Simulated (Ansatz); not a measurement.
# Lattice dynamics of SrLiH3 (model cell, started as cubic perovskite with Sr in the octahedra), part 2 of 2

Task: relax SrLiH3 (model cell, started as cubic perovskite with Sr in the octahedra), then find its harmonic phonons.

Ansatz 0.2.0; DFT PBEsol, scalar-relativistic, plane waves, PAW; PAW set soft_1.

So far. Step 4 (Tight relaxation): The forces vanish by symmetry and the pressure is -0.002 GPa, within the tolerances set. The cell now holds 19.37 Å³/atom. Step 5 (Zone-centre response): Before it was imposed, the acoustic sum rule was missed by 4.7e-4 eV/Å² and the charge sum rule by 0.0026 e. Small misses are needed for a sound result but don't prove that mesh and cutoff are converged. The relaxed cell has a = 4.592 Å (conventional setting).

The structure was built from a prototype and need not be the compound's stable phase.

### 6. The dispersion (continued)

Frequencies (cm⁻¹) solved at each irreducible wavevector; negative means imaginary. Frequencies by wavevector, by row:

| q in reciprocal lattice units | star | mode 1 | mode 2 | mode 3 | mode 4 | mode 13 | mode 14 | mode 15 |
| --- | --- | --- | --- | --- | --- | --- | --- | --- |
| 0 0 0 | 1 | -421.1 | -421.1 | -421.1 | -419 | 1287 | 1287 | 1287 |
| 0 0 0.25 | 6 | -409.7 | -409.7 | -380.7 | -380.7 | 1287 | 1287 | 1351 |
| 0 0 -0.5 | 3 | -396.8 | -396.8 | -347 | -347 | 1286 | 1286 | 1363 |
| 0 0.25 0.25 | 12 | -478.1 | -380.4 | -370.6 | -357 | 1286 | 1296 | 1357 |
| 0 0.25 -0.5 | 12 | -495.2 | -370.5 | -340.8 | -323.3 | 1286 | 1299 | 1367 |
| 0 -0.5 -0.5 | 3 | -553.5 | -361.7 | -361.7 | -282.1 | 1286 | 1307 | 1376 |
| 0.25 0.25 0.25 | 8 | -491.8 | -465.5 | -465.5 | -280.3 | 1296 | 1296 | 1363 |
| 0.25 0.25 -0.5 | 12 | -508.7 | -478.7 | -471.8 | -294.2 | 1295 | 1300 | 1373 |
| 0.25 -0.5 -0.5 | 6 | -556.6 | -495.7 | -495.7 | -283.4 | 1297 | 1306 | 1381 |
| -0.5 -0.5 -0.5 | 1 | -559.8 | -559.8 | -559.8 | -280.4 | 1306 | 1306 | 1389 |

Interpolated from a 4×4×4 q mesh, with the LO-TO term (at Γ the limit along the path; where Γ stands inside the path, tables give the limit on arrival). The phonon branches at the labelled points (cm⁻¹):

| point | branch 1 | branch 2 | branch 3 | branch 4 | branch 12 | branch 13 | branch 14 | branch 15 |
| --- | --- | --- | --- | --- | --- | --- | --- | --- |
| Γ | -421 | -421 | -421 | -419 | 412 | 1287 | 1287 | 1341 |
| halfway | -410 | -410 | -381 | -381 | 432 | 1287 | 1287 | 1351 |
| X | -397 | -397 | -347 | -347 | 452 | 1286 | 1286 | 1363 |
| halfway | -495 | -370 | -341 | -323 | 473 | 1286 | 1299 | 1367 |
| M | -554 | -362 | -362 | -282 | 488 | 1286 | 1307 | 1376 |
| halfway | -478 | -380 | -371 | -357 | 451 | 1286 | 1296 | 1357 |
| Γ | -421 | -421 | -421 | -419 | 412 | 1287 | 1287 | 1341 |
| halfway | -492 | -466 | -466 | -280 | 469 | 1296 | 1296 | 1363 |
| R | -560 | -560 | -560 | -280 | 523 | 1306 | 1306 | 1389 |
| halfway | -509 | -479 | -472 | -294 | 491 | 1295 | 1300 | 1373 |
| X | -397 | -397 | -347 | -347 | 452 | 1286 | 1286 | 1363 |
| jump to R | -560 | -560 | -560 | -280 | 523 | 1306 | 1306 | 1389 |
| halfway | -557 | -496 | -496 | -283 | 507 | 1297 | 1306 | 1381 |
| M | -554 | -362 | -362 | -282 | 488 | 1286 | 1307 | 1376 |

The phonon density of states has structure finer than the step of the table below, so its rows give means over 100 cm⁻¹, whole bins alone (the curve runs from -570 to 1390 cm⁻¹). Peaks (cm⁻¹: height): -410.0: 0.0272, -290.0: 0.0411, 130.0: 0.0404, 470.0: 0.0203, 1290.0: 0.0774, 1370.0: 0.0339.

Tetrahedra on a 16×16×16 mesh, mean over bins of 20 cm-1. Interpolated from a 4×4×4 q mesh. The phonon density of states by wavenumber; means over each step:

| wavenumber (cm⁻¹) | phonon density of states (1/cm⁻¹/cell) |
| --- | --- |
| -500 | 0.0117 |
| -400 | 0.0196 |
| -300 | 0.0181 |
| -200 | 0.00223 |
| -100 | 0.00239 |
| 0 | 0.00404 |
| 100 | 0.0283 |
| 200 | 0.00629 |
| 300 | 0.00718 |
| 400 | 0.00902 |
| 500 | 0.0102 |
| 600 | 0 |
| 700 | 0 |
| 800 | 0 |
| 900 | 0 |
| 1000 | 0 |
| 1100 | 0 |
| 1200 | 0 |
| 1300 | 0.0213 |

The partial phonon density of states has structure finer than the step of the table below, so its rows give means over 50 cm⁻¹, whole bins alone (the curve runs from -568 to 1439 cm⁻¹). Peaks (cm⁻¹: height): H -403.7: 0.0193, 467.4: 0.0167, 1287.9: 0.0471, 1363.6: 0.0227; Li -290.1: 0.0175, 126.5: 0.00473, 240.1: 0.00455; Sr 126.5: 0.0293.

Phonopy on the run's constants, 13x13x13 mesh, Gaussian sigma 14.3 cm-1. Interpolated from a 4×4×4 q mesh. The partial phonon density of states by wavenumber; means over each step; values in 1/cm⁻¹/cell:

| wavenumber (cm⁻¹) | H | Li | Sr |
| --- | --- | --- | --- |
| -500 | 0.0116 | 2.1e-4 | 4.7e-6 |
| -450 | 0.0145 | 0.00107 | 1.7e-5 |
| -400 | 0.0183 | 0.00331 | 3.0e-5 |
| -350 | 0.0107 | 0.00328 | 1.4e-5 |
| -300 | 0.0114 | 0.0118 | 2.3e-5 |
| -250 | 0.00248 | 0.00554 | 9.5e-6 |
| -200 | 2.6e-4 | 0.00202 | 1.6e-5 |
| -150 | 2.7e-4 | 0.00253 | 4.7e-5 |
| -100 | 2.9e-4 | 0.00225 | 1.1e-4 |
| -50 | 1.6e-4 | 0.00107 | 1.7e-4 |
| 0 | 1.1e-4 | 5.3e-4 | 0.00128 |
| 50 | 5.2e-4 | 0.00177 | 0.0131 |
| 100 | 9.5e-4 | 0.00304 | 0.0263 |
| 150 | 0.00119 | 0.00359 | 0.0165 |
| 200 | 0.00111 | 0.00264 | 5.3e-4 |
| 250 | 0.00249 | 0.00401 | 4.2e-4 |
| 300 | 0.00328 | 0.00332 | 3.1e-4 |
| 350 | 0.00457 | 0.00316 | 2.9e-4 |
| 400 | 0.00569 | 0.00221 | 2.0e-4 |
| 450 | 0.0129 | 0.00142 | 3.1e-4 |
| 500 | 0.00985 | 0.00105 | 1.2e-4 |
| 550 | 5.5e-4 | 8.9e-5 | 1.1e-6 |
| 600 | 0 | 0 | 0 |
| 650 | 0 | 0 | 0 |
| 700 | 0 | 0 | 0 |
| 750 | 0 | 0 | 0 |
| 800 | 0 | 0 | 0 |
| 850 | 0 | 0 | 0 |
| 900 | 0 | 0 | 0 |
| 950 | 0 | 0 | 0 |
| 1000 | 0 | 0 | 0 |
| 1050 | 0 | 0 | 0 |
| 1100 | 0 | 0 | 0 |
| 1150 | 0 | 0 | 0 |
| 1200 | 1.2e-7 | 0 | 0 |
| 1250 | 0.00497 | 0 | 3.7e-5 |
| 1300 | 0.0337 | 0 | 1.9e-4 |
| 1350 | 0.0149 | 1.4e-5 | 4.6e-5 |
| 1400 | 0.00612 | 1.6e-6 | 1.1e-5 |

Symmetry leaves 10 wavevectors to solve. The lowest mode among them, the acoustic zeros apart, lies at q = (-0.5, -0.5, -0.5) and is imaginary, 559.8i cm⁻¹, so the energy falls along it.

### 7. What came out

* space group after relaxation (within 0.01 Å): Pm-3m
* volume per atom: 19.4 Å³
* gap on the k-mesh: 1.66 eV
* highest optical mode at the zone centre (no LO-TO term): 1287 cm⁻¹
* top of the zone-centre spectrum with the field: 1341 cm⁻¹
* lowest optical zone-centre mode: -421 cm⁻¹
* mean high-frequency dielectric constant: 3.84
* largest Born charge (third of the trace): 1.60 e
* lowest mode on the q mesh (acoustic modes at Γ apart): -560 cm⁻¹
* highest frequency on the path or at a solved wavevector: 1389 cm⁻¹
* imaginary modes on the 4×4×4 q mesh: yes

What this shows: Modes are clearly imaginary (beyond 10i cm⁻¹) at 10 of the 10 irreducible wavevectors, most at q = (-0.5, -0.5, -0.5) (559.8i cm⁻¹), so this structure is not a minimum of the energy. Without the field, the optical modes at Γ span -421 to 1287 cm⁻¹ (negative means imaginary). The highest mode in this list at Γ, 1287.2 cm⁻¹, is mostly motion of H (99 % of the kinetic energy). With the macroscopic field of the longitudinal modes the top of the zone-centre spectrum lies at 1341 cm⁻¹, against 1287 cm⁻¹ without it. Among the real modes, the strongest infrared line is at 1287 cm⁻¹. The PAW files were made for PBE and serve the other functionals too. The starting cell was built on a prototype and not taken from a measurement, so the phase need not exist. These are harmonic frequencies at zero temperature: anharmonic shifts, linewidths and thermal expansion are left out.

[Hosts, paths, dates, database ids (printed as entryN), source tags and the programs' standing remarks are cut or masked in the printed files.]
